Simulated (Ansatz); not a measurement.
**Formation energy and levels of the vacancy V_O (site 1) in La2O3 (P-3m1)**

Charge states of V_O (site 1) in La2O3 (P-3m1), set against the band edges. Model: a cell of 30 host atoms with 1 O taken out.

Method: place-levels on PBEsol runs: charge-transition levels and formation energies with image-charge correction and potential alignment at the atomic sites; PAW set soft_1, in Ansatz 0.2.0.

**1. The starting structure**

The cell holds 29 atoms: 12 La and 17 O. Its edges and angles: a = 7.194 Å, b = 7.194 Å, c = 11.719 Å, α = 74.2°, β = 74.2°, γ = 56.1°. It derives from La2O3 (space group P-3m1). Nearest the centre at fractional (0.500, 0.500, 0.500): La20 at 2.70 Å, La4 at 2.70 Å, La14 at 2.70 Å, La11 at 2.70 Å, La12 at 2.70 Å, La13 at 2.70 Å, O26 at 3.11 Å, O6 at 3.11 Å.

Structure file:

```xyz
29
Lattice="-1.9531 3.3829 6.0410 3.9062 0.0000 6.0410 5.8593 10.1486 0.0000" Properties=species:S:1:pos:R:3 pbc="T T T"
La    1.9531    1.1276    4.5587
La    0.0000    4.5105    4.5587
La    3.9062    2.2552    7.5234
La    1.9531    5.6381    7.5234
O     1.9531    1.1276    2.1385
O     3.9062    4.5105    8.1795
O     0.0000    2.2552    3.9025
O     1.9531    5.6381    9.9435
O     0.0000    0.0000    0.0000
O     1.9531    3.3829    6.0410
La    3.9062    4.5105    4.5587
La    1.9531    7.8934    4.5587
La    5.8593    5.6381    7.5234
La    3.9062    9.0210    7.5234
O     3.9062    4.5105    2.1385
O     5.8593    7.8934    8.1795
O     1.9531    5.6381    3.9025
O     3.9062    9.0210    9.9435
O     1.9531    3.3829    0.0000
La    5.8593    7.8934    4.5587
La    3.9062   11.2762    4.5587
La    7.8124    9.0210    7.5234
La    5.8593   12.4039    7.5234
O     5.8593    7.8934    2.1385
O     7.8124   11.2762    8.1795
O     3.9062    9.0210    3.9025
O     5.8593   12.4039    9.9435
O     3.9062    6.7657    0.0000
O     5.8593   10.1486    6.0410
```

The host's dielectric constants go in as inputs: (4.91, 4.91, 4.84) for the electrons alone, (26.30, 26.30, 27.07) with the ions, from a response run on this crystal (DFPT, PBEsol) at that run's own cell.

The cell's shortest repeat is 6.8 Å.

**2. The runs of each charge state**

Levels follow from differences of total energies between charge states, each relaxed by itself.

Each atom starts 0.05 Å or so off its site in a random direction: a symmetric start keeps its symmetry, and would miss off-centre moves and Jahn–Teller distortions. Forces are taken at one point at (¼, ¼, ¼). The cell holds 1 electron more than the neutral one, with a uniform background that keeps it neutral on the whole. The electron count is odd, so at least one spin is unpaired; this run locks the moment at 1 μB.

The sampling was tested on the host first: at the k-points planned (1x1x1 shifted 0.25 0.25 0.25) its energy lies 0.016 eV an atom from the dense-mesh value, under the bound of 0.02 eV set for this test; that bounds the host's error, not the defect's.

One state's input; the others differ in charge, spin, start and seed, and in occupations where the table says so.

File qm1_M1.relax/input.yaml:

```yaml
crystal:
  lattice:
    - [-1.95310231, 3.3828725, 6.04102222]
    - [3.90620468, -3.0e-08, 6.04102222]
    - [1.95310236, 3.38287247, 0.0]
  atoms:
    - { symbol: La, position: [0.21064336, 0.54397669, 0.12268997] }
    - { symbol: La, position: [0.71064336, 0.04397669, 0.62268997] }
    - { symbol: La, position: [0.28935664, 0.95602331, 0.37731003] }
    - { symbol: La, position: [0.78935664, 0.45602331, 0.87731003] }
    - { symbol: O, position: [0.01033166, 0.343665, 0.32300167] }
    - { symbol: O, position: [0.51033166, 0.843665, 0.82300167] }
    - { symbol: O, position: [0.48966834, 0.156335, 0.17699833] }
    - { symbol: O, position: [0.98966834, 0.656335, 0.67699833] }
    - { symbol: O, position: [0.0, 0.0, 0.0] }
    - { symbol: O, position: [0.5, 0.5, 0.5] }
  supercell: [1, 1, 3]
  defects: [{ vacancy: 19 }]
total_charge: -1
basis:
  ecutwfc: 420
  xc_grid: 2
hamiltonian:
  xc: pbesol
  pseudopotentials: { kind: paw, azcp: { folder: soft_1 }, xc_functional: pbe }
kpoints:
  mp_grid: { grid: [1, 1, 1], shift: [0.25, 0.25, 0.25] }
magnetization:
  spin_polarized: true
  initial_magnetization: 1
  spin_locking: { lock_magnetization: hard }
scf:
  occupations: { method: fixed }
  max_iter: 80
output:
  forces: true
  charged_corrections: { epsilon: [4.91, 4.91, 4.84], static_epsilon: [26.3, 26.3, 27.07] }
relax:
  f_tol: 0.02
  max_steps: 80
  random_displacement: { amplitude: 0.05, seed: 736 }
checkpoint:
  write: "../qm1_M1.relax.run"
  compress: false
  write_wavefunctions: true
  write_every: 100000
```

Run with:

```
$ ansatz run input.yaml --threads 4 --pin off --max-ram 7536MiB --backend cpu --events-out ev --progress --plain --runs-dir out
```

Defect states can disperse in a cell of this size, so the energy is taken again at a 2×2×2 shifted mesh, on the relaxed structure.

The run of this state that the levels use, under PBEsol:

File qm1_M1.point/input.yaml:

```yaml
crystal:
  checkpoint: "../qm1_M1.relax.run"
  host: checkpoint
total_charge: -1
basis:
  ecutwfc: 420
  xc_grid: 2
hamiltonian:
  xc: pbesol
  pseudopotentials: { kind: paw, azcp: { folder: soft_1 }, xc_functional: pbe }
kpoints:
  mp_grid: { grid: [2, 2, 2], shift: [0.5, 0.5, 0.5] }
magnetization:
  spin_polarized: true
  initial_magnetization: 1
  spin_locking: { lock_magnetization: hard }
scf:
  occupations: { method: fermi_dirac, width: 0.01 }
  max_iter: 80
output:
  forces: true
  eigenvalues: true
  charged_corrections:
    epsilon: [4.91, 4.91, 4.84]
    static_epsilon: [26.3, 26.3, 27.07]
    defect_position: [0.5, 0.5, 0.5]
  eigenstates: { localisation: true }
  populations: true
  efg: {}
  band_densities: [{ bands: [v1, v1] }, { bands: [c1, c1] }]
  write_density: true
  write_potential: true
  volumetric_format: npy
checkpoint:
  read: "../qm1_M1.relax.run"
  write: "../qm1_M1.point.run"
  compress: false
  write_wavefunctions: false
  write_every: 100000
```

Relaxations under PBEsol at one point at (¼, ¼, ¼); times on 4 threads of Arm Neoverse V1, shared host:

| charge | moment (μB) | occupations | outcome | steps | largest displacement against the far atoms (Å) | time |
| --- | --- | --- | --- | --- | --- | --- |
| −1 | 1 | fixed | converged | 12 | 0.17 | 1.9 min |
| 0 | 0 | fixed | converged | 7 | 0.10 | 33 s |
| +1 | 1 | fixed | converged | 5 | 0.15 | 43 s |
| +2 | 0 | fixed | converged | 5 | 0.25 | 27 s |
| 0 | 2 | fixed | converged | 9 | 0.21 | 92 s |

Single points under PBEsol at a 2×2×2 shifted mesh; times on 4 threads of Arm Neoverse V1, shared host:

| charge | moment (μB) | occupations | outcome | time |
| --- | --- | --- | --- | --- |
| −1 | 1 | fermi-dirac | converged | 75 s |
| 0 | 0 | fermi-dirac | converged | 31 s |
| +1 | 1 | fermi-dirac | converged | 58 s |
| +2 | 0 | fermi-dirac | converged | 27 s |
| 0 | 2 | fermi-dirac | converged | 72 s |

Distances (Å) from the ideal centre to the nearest atoms after relaxation with PBEsol:

| charge | moment (μB) | 1. | 2. | 3. | 4. | 5. | 6. |
| --- | --- | --- | --- | --- | --- | --- | --- |
| −1 | 1 | La 2.72 | La 2.72 | La 2.75 | La 2.77 | La 2.80 | La 2.84 |
| 0 | 0 | La 2.74 | La 2.75 | La 2.76 | La 2.78 | La 2.78 | La 2.79 |
| 0 | 2 | La 2.74 | La 2.77 | La 2.78 | La 2.81 | La 2.85 | La 2.90 |
| +1 | 1 | La 2.76 | La 2.77 | La 2.82 | La 2.84 | La 2.84 | La 2.84 |
| +2 | 0 | La 2.79 | La 2.79 | O 2.89 | O 2.89 | La 2.91 | O 2.92 |

**3. place-levels, PBEsol**

A charged cell interacts with its images and the background, and its potential has another zero than the host's. place-levels removes the first by a point-charge model, screened by the static dielectric constant since the ions have relaxed around the charge, and the second by comparing potentials at atoms far from the defect.

The host is a run of the defect-free crystal in the same cutoffs, grids and k-points, so that basis and sampling errors cancel in part in the differences. Its band edges come from a run of the primitive cell that searches the zone for them. Chemical potentials are energies per atom of O (O2 molecule), run with the same functional and cutoff.

File levels.point.yaml:

```yaml
host:
  run: host.point.run
  levels_from: { run: edges.point.run }
states: [qm1_M1.point.run, q0.point.run, qp1_M1.point.run, qp2.point.run, q0_M2.point.run]
geometry_from:
  qm1_M1.point.run: qm1_M1.relax.run
  q0.point.run: q0.relax.run
  qp1_M1.point.run: qp1_M1.relax.run
  qp2.point.run: qp2.relax.run
  q0_M2.point.run: q0_M2.relax.run
  host.point.run: host.relax.run
chemical_potentials:
  O:
    energy: -558.291301
    dataset: <sha256 of the dataset>
epsilon: [4.91, 4.91, 4.84]
static_epsilon: [26.3, 26.3, 27.07]
vertical:
  - { from: qm1_M1.point.run, to: qm1_M1.point_neutral.run }
  - { from: qp1_M1.point.run, to: qp1_M1.point_neutral.run }
  - { from: qp2.point.run, to: qp2.point_neutral.run }
```

Run with:

```
$ ansatz place-levels levels.point.yaml -- --threads 4 --pin off --max-ram 7536MiB
```

Numbers of over 12 decimals in the logs are rounded to 6 here.

Output:

```text
[... repeated set-up lines and file paths are left out, and long positions are rounded to six places ...]
(+2/+1) 1.914 eV above the valence edge, 1.864 eV under the conduction edge
(+1/0) 3.044 eV above the valence edge, 0.734 eV under the conduction edge
(0/-1) 3.764 eV above the valence edge, 0.014 eV under the conduction edge
formation energy of charge +2: +1.355 eV with the Fermi level at the valence edge
formation energy of charge +1: +3.269 eV with the Fermi level at the valence edge
formation energy of charge 0: +6.313 eV with the Fermi level at the valence edge
formation energy of charge -1: +10.077 eV with the Fermi level at the valence edge
vertical -1 to 0: no energy, since no alignment is typed
  the change from vertical[0].from (qm1_M1.point.run) to vertical[0].to (qm1_M1.point_neutral.run): by its potential at epsilon [4.91, 4.91, 4.84] it stands at 0.272 0.268 0.569, with an rms radius of about 2.5 Å (1.3 1.3 1.7 Å across the planes of the cell's [...]
vertical +1 to 0: no energy, since no alignment is typed
  the change from vertical[1].from (qp1_M1.point.run) to vertical[1].to (qp1_M1.point_neutral.run): by its potential at epsilon [4.91, 4.91, 4.84] it stands at 0.501 0.498 0.500, with an rms radius of about 2.1 Å (1.1 0.8 1.7 Å across the planes of the cell's [...]
vertical +2 to 0: no energy, since no alignment is typed
  the change from vertical[2].from (qp2.point.run) to vertical[2].to (qp2.point_neutral.run): by its potential at epsilon [4.91, 4.91, 4.84] it stands at 0.500 0.500 0.500, with an rms radius of about 2.5 Å (1.1 1.0 2.0 Å across the planes of the cell's [...]
  edges by pbesol of host.levels_from (edges.point.run), its mesh sampled to repeats of 30.21 Å (the valence edge +0.058 eV and the conduction edge -0.071 eV from those of the host's own run), gap 3.778 eV; the host is sampled to repeats of 13.53 Å
  the defect's cells are sampled to repeats of 13.53 Å, like sampling
  charge +2: -83550.7425 eV with its correction of +0.529 eV, at epsilon [26.3, 26.3, 27.07], aligned at sites: +0.0881 eV, mean over 17 atomic sites at or beyond 3.38 Å from the defect at [0.5000, 0.5000, 0.5000], with +0.268208 for the charge's moments and [...]
  charge +1: -83539.0087 eV with its correction of +0.087 eV, at epsilon [26.3, 26.3, 27.07], aligned at sites: -0.0013 eV, mean over 17 atomic sites at or beyond 3.38 Å from the defect at [0.5000, 0.5000, 0.5000], with +0.189238 for the charge's moments and [...]
  charge 0: +0.000 eV for its dipole among its images, +0.000 omitted
  charge -1: -83512.5604 eV with its correction of +0.114 eV, at epsilon [26.3, 26.3, 27.07], aligned at sites: -0.0256 eV, mean over 17 atomic sites at or beyond 3.38 Å from the defect at [0.5000, 0.5000, 0.5000], with +0.117152 for the charge's moments and [...]
  charge 0: states[4] (q0_M2.point.run) stands 0.548 eV higher, with a moment of 2.00 μB against 0.00
  of states[3] (qp2.point.run): it parts from the run at its places by a charge that spreads by about 1.1 Å along one vector (1 Å or more is wide), by its potential at epsilon [4.91, 4.91, 4.84], taken for that of held ions (one typed too small widens it), [...]
  of states[2] (qp1_M1.point.run): it parts from the run at its places by a charge that spreads by about 1.1 Å along one vector (1 Å or more is wide), by its potential at epsilon [4.91, 4.91, 4.84], taken for that of held ions (one typed too small widens it), [...]
  of states[1] (q0.point.run): its sublattices stand up to 0.0136 Å off the host's, which by the two runs' forces adds about -0.01 eV to its energy against the host's, and moves the band edges: relax the crystal first, and build the cells on it
  of states[0] (qm1_M1.point.run): it parts from the run at its places by a charge that spreads by about 1.3 Å along one vector (1 Å or more is wide), by its potential at epsilon [4.91, 4.91, 4.84], taken for that of held ions (one typed too small widens it), [...]
  of states[4] (q0_M2.point.run): its sublattices stand up to 0.0420 Å off the host's, which by the two runs' forces adds about -0.02 eV to its energy against the host's, and moves the band edges: relax the crystal first, and build the cells on it; [...]
  of vertical[0].from (qm1_M1.point.run): its displacements don't fall off away from the defect: farther atoms stand 0.032 Å off the host's places. [...]
  of vertical[0].to (qm1_M1.point_neutral.run): its displacements don't fall off away from the defect: farther atoms stand 0.032 Å off the host's places. [...]
  of vertical[1].from (qp1_M1.point.run): its sublattices stand up to 0.0226 Å off the host's, which by the two runs' forces adds about -0.02 eV to its energy against the host's, and moves the band edges: relax the crystal first, and build the cells on it; [...]
  of vertical[2].from (qp2.point.run): its sublattices stand up to 0.0421 Å off the host's, which by the two runs' forces adds about -0.05 eV to its energy against the host's, and moves the band edges: relax the crystal first, and build the cells on it; [...]
  vertical[2].to (qp2.point_neutral.run): levels filled in part (TS 0.010 eV): its energy is of no whole electron's
```

Run time: 0.52 s. Hardware: 4 threads of Arm Neoverse V1, shared host.

[end of part 1 of 2]

[Logs are printed without paths, hosts, clocks, repeated set-up lines and the standing remarks that a program may print on its own settings, such as how far it seeks lower states.]

[Hosts, paths, dates, database ids (printed as entryN), source tags and the programs' standing remarks are cut or masked in the printed files.]

[Where a table of states has a column of steps, it counts the stored structures, which are thinned; the runs took as many ionic steps or more.]

[A defect's name tells the site on which it was built; relaxed atoms can leave that site.]

[For some hosts the program warned that the k-mesh of the response run may be too coarse for force constants and the static dielectric constant; such warnings are not shown here.]
